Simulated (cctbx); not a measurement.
# LuGeIr2 with cctbx, script by script

Library: cctbx 2025.11. The data are simulated by the first script.

## 1. Simulate the data

run.py:

```python
from cctbx import adptbx, crystal, miller, sgtbx, xray
from cctbx.array_family import flex
from iotbx.shelx import hklf
from scitbx import matrix
import scitbx.random

cs = crystal.symmetry(unit_cell=(7.196, 6.918, 5.528, 90, 90, 90), space_group_symbol='Hall: -P 2ac 2n')  # Pnma
atoms = [  # label, site, U (iso, or U11 U22 U33 U12 U13 U23 in A^2), occupancy
    ("Ir1", (0.31, 0.5442, 0.0932), 0.0091, 1),
    ("Lu1", (0.5285, 0.25, 0.3656), 0.0104, 1),
    ("Ge1", (0.8835, 0.25, 0.6495), 0.0147, 1),
]
xs = xray.structure(crystal_symmetry=cs)
for label, site, u, occ in atoms:
    u = adptbx.u_cif_as_u_star(cs.unit_cell(), u) if isinstance(u, tuple) else u
    xs.add_scatterer(xray.scatterer(label, site=site, u=u, occupancy=occ))
xs.set_inelastic_form_factors(0.71073, "sasaki")
xs.show_summary()
p1 = xs.expand_to_p1()
ms = miller.build_set(p1, anomalous_flag=True, d_min=0.8)
flex.set_random_seed(998777)
scitbx.random.set_random_seed(998777)
ms = ms.select(flex.random_double(ms.size()) < 0.5)
i = ms.structure_factors_from_scatterers(p1, algorithm="direct").f_calc().as_intensity_array().data()
i = i * 20000 / flex.max(i)
sig = flex.sqrt(i + flex.pow2(0.04 * i) + 2 ** 2)
noise = scitbx.random.variate(scitbx.random.normal_distribution())(i.size())
data = ms.array(data=i + sig * noise, sigmas=sig).set_observation_type_xray_intensity()
with open("data.hkl", "w") as f:
    data.export_as_shelx_hklf(f)
print("reflections written:", data.size(), " <I/sigma> = %.1f" % flex.mean(data.data() / data.sigmas()))
for h, a, b in list(data.sort("data"))[:12]:
    print("%4d%4d%4d %9.1f %7.1f" % (h + (a, b)))
```

```console
$ python run.py
```

```text
Number of scatterers: 3
At special positions: 2
Unit cell: (7.196, 6.918, 5.528, 90, 90, 90)
Space group: P n m a (No. 62)
reflections written: 1146  <I/sigma> = 14.4
   3   0   1   20706.2   812.4
  -3   0   1   19829.9   812.4
   0   0  -4   16847.2   741.2
   4   0   3   13184.6   550.2
  -4   0   3   13076.8   550.2
   1   0   2   12441.4   506.3
   1   0  -2   12171.0   506.3
   4   3   0   11878.3   463.2
  -7   0  -2   11331.9   475.0
   4  -3   0   11303.3   463.2
  -7   0   2   10785.5   475.0
   0   3  -3   10407.6   409.3
```

Run time: 0.27 s on 1 thread of Arm Neoverse V2, with other jobs on the host, peak memory 0.07 GiB.

## 2. Symmetry

run.py:

```python
from cctbx import crystal, sgtbx, statistics
from cctbx.array_family import flex
from iotbx.shelx import hklf

p1 = crystal.symmetry(unit_cell=(7.196, 6.918, 5.528, 90, 90, 90), space_group_symbol="P 1")
raw = hklf.reader(file_name="data.hkl").as_miller_arrays(crystal_symmetry=p1, anomalous=True)[0]
print(raw.size(), "reflections to d = %.3f A" % raw.d_min())
isig = raw.data() / raw.sigmas()
print("centring   violations  <I/sigma> of those")
best = "P"
for c in "ABCIRF":
    a = raw.customized_copy(space_group_info=sgtbx.space_group_info("Hall: %s 1" % c)).sys_absent_flags().data()
    m = flex.mean(isig.select(a))
    print("%5s %10d of %5d %8.1f" % (c, (isig.select(a) > 4).count(True), a.count(True), m))
    if (isig.select(a) > 4).count(True) < 0.01 * a.count(True):
        best = c
raw = raw.select(~raw.customized_copy(space_group_info=sgtbx.space_group_info("Hall: %s 1" % best)).sys_absent_flags().data())
isig = raw.data() / raw.sigmas()
rows = []
for s in sgtbx.space_group_symbol_iterator():
    g = sgtbx.space_group(s)
    if g.conventional_centring_type_symbol() != best or not g.is_compatible_unit_cell(p1.unit_cell(), 1e-3, 0.02):
        continue
    rows.append((s, g))
print("Laue class    unique    Rint  (classes that these axes allow; Friedel mates merged)")
rint = {}
for s, g in rows:
    laue = g.build_derived_patterson_group()
    key = laue.type().hall_symbol()
    if key not in rint:
        m = raw.customized_copy(space_group_info=laue.info(), anomalous_flag=False).merge_equivalents()
        rint[key] = m.r_int()
        print("%-14s %6d %7.3f" % (laue.type().lookup_symbol(), m.array().size(), m.r_int()))
floor = min(rint.values())
good = [(s, g) for s, g in rows if rint[g.build_derived_patterson_group().type().hall_symbol()] < 2 * floor + 0.03]
top = max(g.build_derived_patterson_group().order_z() for s, g in good)
print("space group    extra absences  I>4sigma  <I/sigma>")
for s, g in good:
    laue = g.build_derived_patterson_group()
    if laue.order_z() != top:
        continue
    a = raw.customized_copy(space_group_info=g.info()).sys_absent_flags().data()
    a &= ~raw.customized_copy(space_group_info=laue.info()).sys_absent_flags().data()
    bad = (isig.select(a) > 4).count(True)
    if bad <= 0.03 * a.count(True):
        print("%-16s %8d %10d %9s  %s" % (s.universal_hermann_mauguin(), a.count(True), bad, "%.1f" % flex.mean(isig.select(a)) if a.count(True) else "-", "centric" if g.is_centric() else "acentric"))
laue = max(good, key=lambda t: t[1].build_derived_patterson_group().order_z())[1].build_derived_patterson_group()
f = raw.customized_copy(space_group_info=laue.info(), anomalous_flag=False).merge_equivalents().array().eliminate_sys_absent().f_sq_as_f()
f.set_observation_type_xray_amplitude()
bins = max(3, min(8, f.size() // 12))
f.setup_binner(n_bins=bins)
w = statistics.wilson_plot(f, {e: n / laue.order_z() for e, n in {'Ir': 8.0, 'Lu': 4.0, 'Ge': 4.0}.items()}, e_statistics=True)
print("Wilson B = %.2f A^2   <|E^2-1|> = %.3f (0.968 centric, 0.736 acentric)   E^2>4: %.1f %%" % (w.wilson_b, w.mean_e_sq_minus_1, w.percent_e_sq_gt_2))
print("shell (A)         n   <I/sigma>")
m = raw.customized_copy(space_group_info=laue.info(), anomalous_flag=False).merge_equivalents().array().eliminate_sys_absent()
for b in m.setup_binner(n_bins=bins).range_used():
    sel = m.binner().selection(b)
    print("%5.2f - %4.2f %6d %8.1f" % (min(m.binner().bin_d_range(b)[0] if m.binner().bin_d_range(b)[0] > 0 else 99, 99), m.binner().bin_d_range(b)[1], sel.count(True), flex.mean((m.data() / m.sigmas()).select(sel))))
```

```console
$ python run.py
```

```text
1146 reflections to d = 0.802 A
centring   violations  <I/sigma> of those
    A        467 of   565     14.5
    B        473 of   574     14.2
    C        500 of   591     14.5
    I        448 of   571     13.4
    R        646 of   764     14.5
    F        720 of   865     14.4
Laue class    unique    Rint  (classes that these axes allow; Friedel mates merged)
P -1              847   0.025
P 1 2/m 1         553   0.029
P 1 1 2/m         572   0.028
P 2/m 1 1         552   0.028
P m m m           346   0.031
space group    extra absences  I>4sigma  <I/sigma>
P 2 2 2                 0          0         -  acentric
P 2 2 21                2          0       0.0  acentric
P 21 2 2                5          0       0.4  acentric
P 2 21 2                3          0      -0.5  acentric
P 21 21 2               8          0       0.0  acentric
P 2 21 21               5          0      -0.3  acentric
P 21 2 21               7          0       0.3  acentric
P 21 21 21             10          0       0.0  acentric
P m m 2                 0          0         -  acentric
P 2 m m                 0          0         -  acentric
P m 2 m                 0          0         -  acentric
P 21 m a               57          0      -0.1  acentric
P m 2 a                57          0      -0.1  acentric
P n m 21               44          0      -0.0  acentric
P n 21 m               44          0      -0.0  acentric
P n 21 a              101          0      -0.1  acentric
P m m m                 0          0         -  centric
P m m a                57          0      -0.1  centric
P n m m :1             44          0      -0.0  centric
P n m m :2             44          0      -0.0  centric
P n m a               101          0      -0.1  centric
Wilson B = 0.77 A^2   <|E^2-1|> = 0.877 (0.968 centric, 0.736 acentric)   E^2>4: 3.1 %
shell (A)         n   <I/sigma>
 7.20 - 1.60     52     19.6
 1.60 - 1.27     44     23.4
 1.27 - 1.11     43     25.8
 1.11 - 1.01     42     22.6
 1.01 - 0.94     43     21.9
 0.94 - 0.88     41     23.5
 0.88 - 0.84     39     26.2
 0.84 - 0.80     42     21.1
```

Time: 0.37 s.

## 3. Patterson map

run.py:

```python
from cctbx import crystal, maptbx
from iotbx.shelx import hklf

cs = crystal.symmetry(unit_cell=(7.196, 6.918, 5.528, 90, 90, 90), space_group_symbol='Hall: -P 2ac 2n')  # Pnma
raw = hklf.reader(file_name="data.hkl").as_miller_arrays(crystal_symmetry=cs, anomalous=True)[0]
merged = raw.eliminate_sys_absent().merge_equivalents()
fo2 = merged.array().set_observation_type_xray_intensity()
f = fo2.average_bijvoet_mates().f_sq_as_f()
pm = f.patterson_map(symmetry_flags=maptbx.use_space_group_symmetry, sharpening=False, resolution_factor=0.25)
peaks = pm.peak_search(parameters=maptbx.peak_search_parameters(min_distance_sym_equiv=0.4, max_clusters=14)).all()
top = peaks.heights()[0]
print("Patterson group", f.patterson_symmetry().space_group_info())
print("      u       v       w   height  length (A)")
for x, h in zip(peaks.sites(), peaks.heights()):
    y = [t - round(t) for t in x]
    print("%7.3f %7.3f %7.3f %8.1f %8.2f" % (x + (1000 * h / top, cs.unit_cell().length(y))))
```

```console
$ python run.py
```

```text
Patterson group P m m m
      u       v       w   height  length (A)
  0.000   0.000   0.000   1000.0     0.00
  0.500   0.000   0.296    378.1     3.95
  0.000   0.408   0.000    337.0     2.82
  0.125   0.500   0.500    329.3     4.52
  0.163   0.203   0.500    211.5     3.31
  0.284   0.292   0.000    209.9     2.88
  0.125   0.078   0.500    183.3     2.96
  0.500   0.408   0.318    176.3     4.90
  0.378   0.500   0.186    154.0     4.52
  0.341   0.202   0.227    128.2     3.09
  0.213   0.292   0.269    126.5     2.94
  0.448   0.500   0.500     97.9     5.48
  0.380   0.088   0.182     84.3     2.97
  0.409   0.500   0.000     74.4     4.54
```

Time: 0.25 s.

## 4. Charge flipping

run.py:

```python
import itertools
from cctbx import crystal, maptbx
from cctbx.array_family import flex
from iotbx.shelx import hklf
from smtbx.ab_initio import charge_flipping as cf

cs = crystal.symmetry(unit_cell=(7.196, 6.918, 5.528, 90, 90, 90), space_group_symbol='Hall: -P 2ac 2n')  # Pnma
raw = hklf.reader(file_name="data.hkl").as_miller_arrays(crystal_symmetry=cs, anomalous=True)[0]
merged = raw.eliminate_sys_absent().merge_equivalents()
fo2 = merged.array().set_observation_type_xray_intensity()
f = fo2.average_bijvoet_mates().f_sq_as_f().resolution_filter(d_min=0.8)
p1 = f.expand_to_p1()
work = p1
flex.set_random_seed(90697)
it = cf.weak_reflection_improved_iterator(delta=None, weak_reflection_fraction=0.2)
it.start(work, phases=flex.random_double(p1.size()) * 6.2832, f_000=0)
it.delta = 1 * it.rho_map.sigma()
print("cycle      R  skewness")
for n, st in enumerate(itertools.islice(it, 100)):
    if n % 8 == 0:
        print("%5d %6.3f %8.2f" % (n, st.r1_factor(), st.rho_map.skewness()))
rho = p1.phase_transfer(it.f_calc).fft_map().apply_volume_scaling()
polish = cf.low_density_elimination_iterator(constant_rho_c=rho.sigma())
polish.start(f_obs=p1, phases=it.f_calc, f_000=0)
for _ in range(8):
    next(polish)
print("origin shift          correlation  skewness")
maps = []
for fc, shift, cc in itertools.islice(cf.f_calc_symmetrisations(f, polish.f_calc, 0), 4):
    m = f.phase_transfer(fc).fft_map(symmetry_flags=maptbx.use_space_group_symmetry, resolution_factor=0.25).apply_sigma_scaling()
    maps.append((m.skewness(), cc, m))
    print("%6.3f %6.3f %6.3f %10.3f %9.2f" % (tuple(shift) + (cc, m.skewness())))
skew, cc, m = max((t for t in maps if t[1] > maps[0][1] - 0.04), key=lambda t: t[0])
print("taken: symmetry correlation %.3f, skewness %.2f" % (cc, skew))
peaks = m.peak_search(parameters=maptbx.peak_search_parameters(min_distance_sym_equiv=0.9, max_clusters=8)).all()
sps = cs.special_position_settings(min_distance_sym_equiv=0.5)
print("peak      x       y       z  mult  height/sigma")
for k, (x, h) in enumerate(zip(peaks.sites(), peaks.heights())):
    ss = sps.site_symmetry(x)
    print("Q%-3d %7.4f %7.4f %7.4f %4d %8.1f" % ((k + 1,) + tuple(t % 1 for t in ss.exact_site()) + (ss.multiplicity(), h)))
```

```console
$ python run.py
```

```text
cycle      R  skewness
    0  0.605     0.23
    8  0.464     1.41
   16  0.461     1.72
   24  0.468     1.95
   32  0.450     2.41
   40  0.397     3.98
   48  0.356     3.62
   56  0.374     3.22
   64  0.361     3.34
   72  0.369     3.39
   80  0.358     3.39
   88  0.365     3.29
   96  0.372     3.32
origin shift          correlation  skewness
-0.003  0.221  0.180      0.779      0.89
-0.002  0.442  0.177      0.766      0.92
-0.005  0.005  0.182      0.770      0.89
-0.007  0.132  0.248      0.743      1.51
taken: symmetry correlation 0.743, skewness 1.51
peak      x       y       z  mult  height/sigma
Q1    0.1844  0.5698  0.9203    8      7.8
Q2    0.0200  0.7500  0.3819    4      6.6
Q3    0.1898  0.0356  0.1080    8      3.8
Q4    0.2343  0.7500  0.8365    4      3.4
Q5    0.1136  0.2500  0.3680    4      3.2
Q6    0.2097  0.1703  0.9535    8      2.9
Q7    0.1828  0.6258  0.3053    8      2.8
Q8    0.0493  0.1263  0.7733    8      2.5
```

Time: 0.31 s.

## 5. Charge flipping

run.py, as its changes from the last script of this kind:

```diff
@@ -13,2 +13,3 @@
-work = p1
-flex.set_random_seed(90697)
+p1.setup_binner_counting_sorted(reflections_per_bin=max(40, p1.size() // 12))
+work = p1.array(data=p1.data() / p1.amplitude_quasi_normalisations().data())
+flex.set_random_seed(90698)
@@ -19,2 +20,2 @@
-for n, st in enumerate(itertools.islice(it, 100)):
-    if n % 8 == 0:
+for n, st in enumerate(itertools.islice(it, 200)):
+    if n % 16 == 0:
```

```console
$ python run.py
```

```text
cycle      R  skewness
    0  0.611     0.12
   16  0.459     1.55
   32  0.470     1.68
   48  0.457     2.69
   64  0.464     2.86
   80  0.465     2.62
   96  0.463     2.76
  112  0.466     2.84
  128  0.468     2.89
  144  0.458     2.69
  160  0.476     2.54
  176  0.451     2.68
  192  0.454     2.67
origin shift          correlation  skewness
 0.373  0.465  0.232      0.794      1.43
 0.372  0.274  0.235      0.779      1.29
 0.264  0.170  0.169      0.745      1.44
 0.432  0.478  0.229      0.762      0.90
taken: symmetry correlation 0.794, skewness 1.43
peak      x       y       z  mult  height/sigma
Q1    0.1859  0.7500  0.3661    4      9.2
Q2    0.0300  0.5609  0.8933    8      5.6
Q3    0.1949  0.5342  0.9321    8      3.7
Q4    0.1967  0.1330  0.8995    8      3.1
Q5    0.1845  0.1572  0.3233    8      3.1
Q6    0.0641  0.6384  0.3933    8      2.5
Q7    0.2000  0.2500  0.0749    4      2.4
Q8    0.2325  0.5392  0.2829    8      2.3
```

Time: 0.34 s.

## 6. Refinement (model from the peaks)

run.py:

```python
import math
from cctbx import adptbx, crystal, maptbx, sgtbx, xray
from cctbx.array_family import flex
from cctbx.xray import observations
from iotbx.shelx import hklf
from scitbx.lstbx import normal_eqns_solving
from smtbx import absolute_structure, utils
from smtbx.refinement import constraints, least_squares

cs = crystal.symmetry(unit_cell=(7.196, 6.918, 5.528, 90, 90, 90), space_group_symbol='Hall: -P 2ac 2n')  # Pnma
atoms = [  # label, site, U (iso, or U11 U22 U33 U12 U13 U23 in A^2), occupancy
    ("Lu1", (0.1859, 0.75, 0.3661), 0.0200, 1),
    ("Ir1", (0.03, 0.5609, 0.8933), 0.0200, 1),
    ("Ge1", (0.2, 0.25, 0.0749), 0.0200, 1),
]
xs = xray.structure(crystal_symmetry=cs)
for label, site, u, occ in atoms:
    u = adptbx.u_cif_as_u_star(cs.unit_cell(), u) if isinstance(u, tuple) else u
    xs.add_scatterer(xray.scatterer(label, site=site, u=u, occupancy=occ))
xs.set_inelastic_form_factors(0.71073, "sasaki")
raw = hklf.reader(file_name="data.hkl").as_miller_arrays(crystal_symmetry=cs, anomalous=True)[0]
merged = raw.eliminate_sys_absent().merge_equivalents()
fo2 = merged.array().set_observation_type_xray_intensity()
print("Rint %.3f, %d unique reflections to %.2f A" % (merged.r_int(), fo2.size(), fo2.d_min()))
for sc in xs.scatterers():
    sc.flags.set_grad_site(True)
    sc.flags.set_grad_u_aniso(sc.flags.use_u_aniso())
    sc.flags.set_grad_u_iso(sc.flags.use_u_iso())
obs = fo2.as_xray_observations()
extra = {}
rep = constraints.reparametrisation(xs, [], utils.connectivity_table(xs), **extra)
ls = least_squares.crystallographic_ls(obs, rep, weighting_scheme=least_squares.mainstream_shelx_weighting(a=0, b=0))
print("cycle     R1     wR2    GooF  max shift (A)")
for cycle in range(6):
    ls.build_up()
    r1, wr2, goof = ls.r1_factor(cutoff_factor=2)[0], ls.wR2(), ls.goof()
    old = xs.sites_cart()
    normal_eqns_solving.levenberg_marquardt_iterations(ls, n_max_iterations=3, tau=0.0001, step_threshold=1e-7)
    big = flex.max((xs.sites_cart() - old).norms())
    print("%4d %7.4f %7.4f %7.3f %9.5f" % (cycle + 1, r1, wr2, goof, big))
    ls.build_up(objective_only=True)
    if abs(ls.wR2() - wr2) < 5e-5 and big < 5e-4:
        break
ls.build_up()
print("final R1 %.4f wR2 %.4f GooF %.3f  parameters %d  data/parameter %.1f" % (ls.r1_factor(cutoff_factor=2)[0], ls.wR2(), ls.goof(), ls.n_parameters, fo2.size() / ls.n_parameters))
cov = ls.covariance_matrix_and_annotations()
su = dict(zip(cov.annotations, (math.sqrt(max(v, 0)) for v in cov.matrix.matrix_packed_u_diagonal())))
a2 = cs.unit_cell().reciprocal_parameters()[0] ** -2
print("atom        x        y        z      Ueq    occ   su(xyz)  su(Uiso or U11)")
for sc in xs.scatterers():
    s = max(su.get(sc.label + k, 0) for k in (".x", ".y", ".z"))
    npd = "" if sc.is_positive_definite_u(cs.unit_cell()) else "  NPD"
    print("%-5s %8.5f %8.5f %8.5f %8.4f %6.3f %8.5f %7.4f%s" % ((sc.label,) + sc.site + (sc.u_iso_or_equiv(cs.unit_cell()), sc.occupancy, s, su.get(sc.label + ".uiso", su.get(sc.label + ".u11", 0) * a2), npd)))
fo = fo2.f_sq_as_f()
fc = fo.structure_factors_from_scatterers(xs, algorithm="direct").f_calc()
diff = fo.f_obs_minus_f_calc(1 / math.sqrt(ls.scale_factor()), fc).average_bijvoet_mates()
m = diff.fft_map(symmetry_flags=maptbx.use_space_group_symmetry, resolution_factor=0.25).apply_volume_scaling()
print("difference map: max %.2f min %.2f rms %.2f" % (m.statistics().max(), m.statistics().min(), m.statistics().sigma()))
peaks = m.peak_search(parameters=maptbx.peak_search_parameters(min_distance_sym_equiv=0.6, max_clusters=5)).all()
near = xs.closest_distances(peaks.sites(), distance_cutoff=4)
sps = cs.special_position_settings(min_distance_sym_equiv=0.5)
for k, (x, h) in enumerate(zip(peaks.sites(), peaks.heights())):
    ss = sps.site_symmetry(x)
    print("Q%-3d %7.4f %7.4f %7.4f %4d %7.2f  %.2f A from %s" % ((k + 1,) + tuple(t % 1 for t in ss.exact_site()) + (ss.multiplicity(), h, near.smallest_distances[k], xs.scatterers()[near.i_seqs[k]].label)))
```

```console
$ python run.py
```

```text
Rint 0.031, 296 unique reflections to 0.80 A
cycle     R1     wR2    GooF  max shift (A)
   1  0.8429  0.9799  29.867   0.28652
   2  0.7333  0.9343  28.477   0.01857
   3  0.7352  0.9346  28.486   0.01812
   4  0.7365  0.9351  28.501   0.01159
   5  0.7371  0.9354  28.512   0.00664
   6  0.7374  0.9356  28.519   0.00354
final R1 0.7375 wR2 0.9358 GooF 28.523  parameters 10  data/parameter 29.6
atom        x        y        z      Ueq    occ   su(xyz)  su(Uiso or U11)
Lu1    0.19862  0.75000  0.39325   0.0001  1.000  0.00876  0.0114
Ir1    0.02117  0.54481  0.88282   0.0001  1.000  0.00559  0.0096
Ge1    0.16410  0.25000  0.10130   0.0001  1.000  0.02052  0.0210
difference map: max 807.65 min -198.20 rms 71.02
Q1    0.1938  0.7500  0.4066    4  813.36  0.08 A from Lu1
Q2    0.0256  0.5488  0.8819    8  640.41  0.04 A from Ir1
Q3    0.1136  0.5396  0.5981    8  206.29  1.71 A from Ir1
Q4    0.1769  0.1705  0.4307    8  196.20  1.90 A from Ge1
Q5    0.0446  0.7500  0.8348    4  179.13  1.45 A from Ir1
```

It took 0.63 s on 1 thread of Arm Neoverse V2 (shared host), peak memory 0.09 GiB.

Figures of merit this high mean that the model is still wrong or incomplete.

[Logs are printed without paths, hosts, clocks, repeated set-up lines and the standing remarks that a program may print on its own settings, such as how far it seeks lower states.]
